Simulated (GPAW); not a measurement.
# zinc-blende (GaP)₁₋ₓ(InP)ₓ at x = 0.125: the P K absorption edge, part 3 of 3

What does the P K edge look like in zinc-blende (GaP)₁₋ₓ(InP)ₓ at x = 0.125?

GPAW 26.7.0; X-ray absorption from dipole matrix elements to empty bands, plane-wave PAW LDA.

So far. Step 5 (Spectrum with XCH, P atom 2): Main maxima below 24 eV (height): 1.5 eV (1.65), 3.9 eV (2.35), 6.8 eV (1.55) and 13.6 eV (0.96). A K edge sees empty p states on the absorber. Step 5 (Spectrum with XCH, P atom 2): The total-energy difference is 2147.25 eV. One term is added: -15.84 eV, since the hole is spin-paired here and a spin-polarised one costs that much less in the free atom (computed apart). The photon energy is then 2131.41 eV.

**7. Spectrum with XCH, Ga atom 1**

The holes are 7.8 Å apart. The excited electron is kept in the cell, where it fills the lowest empty states and screens the hole. After the field has converged, empty bands are computed with the density fixed and the dipole matrix elements are summed.

The absorber has 2 P at 2.36 Å and 2 P at 2.38 Å (tetrahedral).

xas.py reads:

```python
import numpy as np
from ase import Atoms
from ase.parallel import parprint, paropen
from gpaw import GPAW, PW, FermiDirac, Mixer, MixerDif, setup_paths
from gpaw.test import gen
setup_paths.insert(0, '.')
gen('Ga', name='fch1s', xcname='LDA', corehole=(1, 0, 1), write_xml=True)
from gpaw.mpi import world
world.barrier()

atoms = Atoms('GaPGaPGaPGaPGaPInPGaPGaP',
    cell=[[0, 5.50325, 5.50325],
     [5.50325, 0, 5.50325],
     [5.50325, 5.50325, 0]],
    scaled_positions=[[0.9999354, 0.0001372, 0.0002026],
     [0.1246345, 0.1255992, 0.1248558],
     [0.9991495, 0.0014148, 0.4998482],
     [0.1114389, 0.129655, 0.6297033],
     [0.9991787, 0.5007744, 0.0004712],
     [0.1252556, 0.6250344, 0.1249557],
     [0.9988115, 0.5000425, 0.4999363],
     [0.12228, 0.626375, 0.6254692],
     [0.4996712, 0.9985934, 0.998683],
     [0.6296324, 0.1283624, 0.1096154],
     [0.5002601, 0.0008592, 0.498251],
     [0.6287231, 0.1308456, 0.6284127],
     [0.5005089, 0.4985989, 0.9995329],
     [0.624078, 0.6238862, 0.1257127],
     [0.4970056, 0.5012683, 0.500895],
     [0.6284919, 0.6120333, 0.6290718]],
    pbc=True)
atoms.calc = calc = GPAW(legacy_gpaw=True, mode=PW(400, force_complex_dtype=True), xc='LDA', setups={0: 'fch1s'},
    kpts={'size': (3, 3, 3), 'gamma': True}, occupations=FermiDirac(0.04),
    charge=-1, mixer=Mixer(0.1, 5, 50), maxiter=150,
    convergence={'density': 0.0001, 'eigenstates': 1e-6}, txt='scf.txt')
energy = atoms.get_potential_energy() + calc.get_reference_energy()
ef = calc.get_fermi_level()
out = dict(energy=energy, fermi=ef, forces=atoms.get_forces().tolist())
parprint(f'all-electron energy {energy:.4f} eV, Fermi level {ef:.4f} eV')
ev = np.array([[calc.get_eigenvalues(k, s) for k in range(len(calc.get_ibz_k_points()))] for s in range(calc.get_number_of_spins())])
out['homo'], out['lumo'], out['counts'] = ev[ev < ef].max(), ev[ev > ef].min(), sorted(set((ev < ef).sum((0, 2)).tolist()))
out['filled'] = (ev[:, 0] < ef).sum(1).tolist()

from ase.units import Ha
from gpaw.xas import dipole_matrix_elements
nb = int(calc.get_number_of_electrons() / 2) + 171
top, nb = nb, nb + 8 + nb // 12
nscf = calc.fixed_density(kpts={'size': (4, 4, 4), 'gamma': True}, nbands=nb,
    convergence={'bands': top, 'eigenstates': 5e-3}, maxiter=60, txt='nscf.txt')
cell = atoms.cell.array
ops = [cell.T @ U.T @ np.linalg.inv(cell.T) for U in nscf.wfs.kd.symmetry.op_scc]
filled = [37]  # bands filled in the ground state, by spin
E = np.arange(-6, 30, 0.1)
fwhm = np.interp(E, [4, 25], [1.82, 3.5])
Y, X, zero, highest = 0, 0, 1e9, 1e9
for spin in range(nscf.get_number_of_spins()):
    wfs = nscf.wfs
    mine = wfs.bd.get_slice()  # this rank's bands
    A = dipole_matrix_elements(wfs.setups[0])
    eps = np.zeros((wfs.kd.nibzkpts, nb))
    d = np.zeros((3, A.shape[1], wfs.kd.nibzkpts, nb), complex)
    for kpt in wfs.kpt_u:
        if kpt.s == spin and 0 in kpt.P_ani:
            eps[kpt.k, mine] = kpt.eps_n * Ha
            d[:, :, kpt.k, mine] = (kpt.weight * wfs.nspins / 2) ** 0.5 * np.inner(A, kpt.P_ani[0])
    world.sum(eps)
    world.sum(d)
    T = np.einsum('amkn,bmkn->abkn', d, d.conj()).real
    T = sum(np.einsum('ai,ijkn,bj->abkn', R, T, R) for R in ops) / len(ops)
    empty = np.ones_like(eps, bool) & (np.arange(nb) >= filled[spin])
    zero, highest = min(zero, eps[empty].min()), min(highest, eps[:, top - 1].min())
    lines = [(eps, T, empty)] if spin == 0 else lines + [(eps, T, empty)]
for eps, T, empty in lines:
    f = np.einsum('aakn->akn', T).reshape(3, -1)
    x = eps.ravel() - zero
    w = np.interp(x, E, fwhm) / 2.35482
    g = np.exp(-0.5 * ((E[:, None] - x) / w) ** 2) / (w * (2 * np.pi) ** 0.5)
    Y = Y + (f * empty.ravel()) @ g.T
    X = X + (f * ~empty.ravel()) @ g.T
out.update(E=E.round(2).tolist(), xas=Y.tolist(), xes=X.tolist(), zero=zero, valid=highest - zero, nk=len(eps), nb=nb)
for i in range(0, len(E), 10):
    parprint(f'{E[i]:7.2f}', *(f'{v:10.3e}' for v in Y[:, i]))
import json
with paropen('out.json', 'w') as f:
    json.dump(out, f)
```

On the command line:

```sh
$ OMP_NUM_THREADS=1 mpirun -n 4 gpaw python xas.py
```

Numbers of over 12 decimals in the logs are rounded to 6 here.

The log of the run:

```text
Input parameters:
  charge: -1
  convergence: {density: 0.0001,
                eigenstates: 1e-06}
  kpts: {gamma: True,
         size: (3, 3, 3)}
  maxiter: 150
  mixer: {backend: pulay,
          beta: 0.1,
          method: separate,
          nmaxold: 5,
          weight: 50}
  mode: {ecut: 400.0,
         force_complex_dtype: True,
         name: pw}
  occupations: {fixmagmom: False,
[...]
*p    :     0.576803
*d    :     0.000000
--------------------------------

Diagonalizing with gridspacing h=0.050

state   all-electron     PAW
-------------------------------
4s:      -0.729245    -0.729478
4p:      -0.423197    -0.423398
*d:                   -0.111370
*f:                   -0.021469
-------------------------------
all-electron energy -593372.0308 eV, Fermi level 6.1158 eV
[...]
28.00  1.506e-07  1.458e-07  1.502e-07
  29.00  1.445e-07  1.417e-07  1.437e-07
[key lines of the parts left out:]
Converged after 17 iterations.
Dipole moment: (-24.455933, -25.579285, -24.224889) |e|*Ang
Free energy:    -90.073005
Fermi level: 6.11584
```

Elapsed: 4.7 min, on 4 MPI ranks of Arm Neoverse V2, shared host; peak memory 0.67 GiB.

The Ga K spectrum, Ga atom 1, excited-electron core hole (neutral cell) (energy from the bottom of the conduction band, which holds the excited electron; intensity scaled to a mean of 1 over the first 20 eV):

```csv
E (eV),isotropic,ε ∥ x,ε ∥ y
-2.0,0.00,0.00,0.00
-1.5,0.00,0.00,0.00
-1.0,0.01,0.01,0.01
-0.5,0.05,0.05,0.04
0.0,0.14,0.15,0.11
0.5,0.30,0.33,0.25
1.0,0.53,0.57,0.45
1.5,0.78,0.83,0.69
2.0,1.01,1.05,0.94
2.5,1.23,1.25,1.19
3.0,1.45,1.46,1.45
3.5,1.66,1.65,1.69
4.0,1.74,1.73,1.78
4.5,1.61,1.59,1.65
5.0,1.36,1.34,1.39
5.5,1.11,1.10,1.14
6.0,0.96,0.94,0.97
6.5,0.92,0.91,0.93
7.0,0.94,0.93,0.94
7.5,0.96,0.96,0.96
8.0,0.95,0.94,0.95
8.5,0.91,0.91,0.92
9.0,0.90,0.89,0.93
9.5,0.95,0.94,0.98
10.0,1.03,1.02,1.06
10.5,1.10,1.09,1.12
11.0,1.14,1.13,1.14
11.5,1.12,1.13,1.12
12.0,1.08,1.09,1.06
12.5,1.04,1.05,1.02
13.0,1.01,1.02,0.99
13.5,1.00,1.00,0.99
14.0,0.99,0.99,0.98
14.5,0.96,0.96,0.95
15.0,0.92,0.93,0.92
15.5,0.90,0.89,0.90
16.0,0.89,0.88,0.90
16.5,0.89,0.88,0.91
17.0,0.90,0.89,0.92
17.5,0.89,0.88,0.91
18.0,0.86,0.84,0.88
18.5,0.81,0.80,0.83
19.0,0.77,0.76,0.79
19.5,0.75,0.75,0.77
20.0,0.76,0.75,0.77
20.5,0.77,0.77,0.78
21.0,0.79,0.78,0.80
21.5,0.80,0.79,0.81
22.0,0.79,0.78,0.81
22.5,0.77,0.76,0.79
23.0,0.75,0.74,0.76
23.5,0.73,0.73,0.74
24.0,0.73,0.73,0.72
24.5,0.74,0.74,0.72
25.0,0.76,0.77,0.74
25.5,0.79,0.80,0.76
26.0,0.82,0.84,0.79
```

Main maxima below 25 eV (height): 4.0 eV (1.74), 7.6 eV (0.96), 11.0 eV (1.14) and 21.6 eV (0.80). 

The energy difference (zero at 10381 eV) isn't read as a photon energy: for so heavy an absorber the terms left out (the hole's spin, the functional's error) amount to tens of eV or more.

**8. Results**

- absorber and edge: P K, atom 2 of the ground-state input (counted from 1)
- surroundings: 4 Ga at 2.38 Å (tetrahedral)
- highest intensity below 16 eV: 3.9 eV above the zero, height 2.35
- photon energy of the zero, with the added terms: 2131.4 eV (raw 2147.2 eV; LDA puts this hole about 8 eV below PBE, itself good to a few eV)

What this shows: The P K edge of atom 2, with 4 Ga at 2.38 Å (tetrahedral), has its highest intensity of the first 16 eV at 3.9 eV above the zero, near 2135 eV in photon energy (LDA puts this hole about 8 eV below PBE, itself good to a few eV), 2.4 times the mean level of the first 20 eV (Gaussian full width 0.9 eV up to 4 eV, rising linearly to 3.5 eV at 25 eV). The mesh is coarse (0.25 Å⁻¹ between points), so small maxima may be mesh ripples.

[Banner, clock and machine lines of the logs are left out without a mark of their own.]

[Logs are printed without paths, hosts, clocks, repeated set-up lines and the standing remarks that a program may print on its own settings, such as how far it seeks lower states.]

[Hosts, paths, dates, database ids (printed as entryN), source tags and the programs' standing remarks are cut or masked in the printed files.]

[Lists of maxima count a maximum above −3 eV only where it reaches 4 % of the highest in the window and stands out from its surroundings by 2 % of it (1.5 % where it reaches 55 %); shoulders and weaker maxima are passed over, and of the rest the first, up to two pre-edge ones and the few strongest are named.]
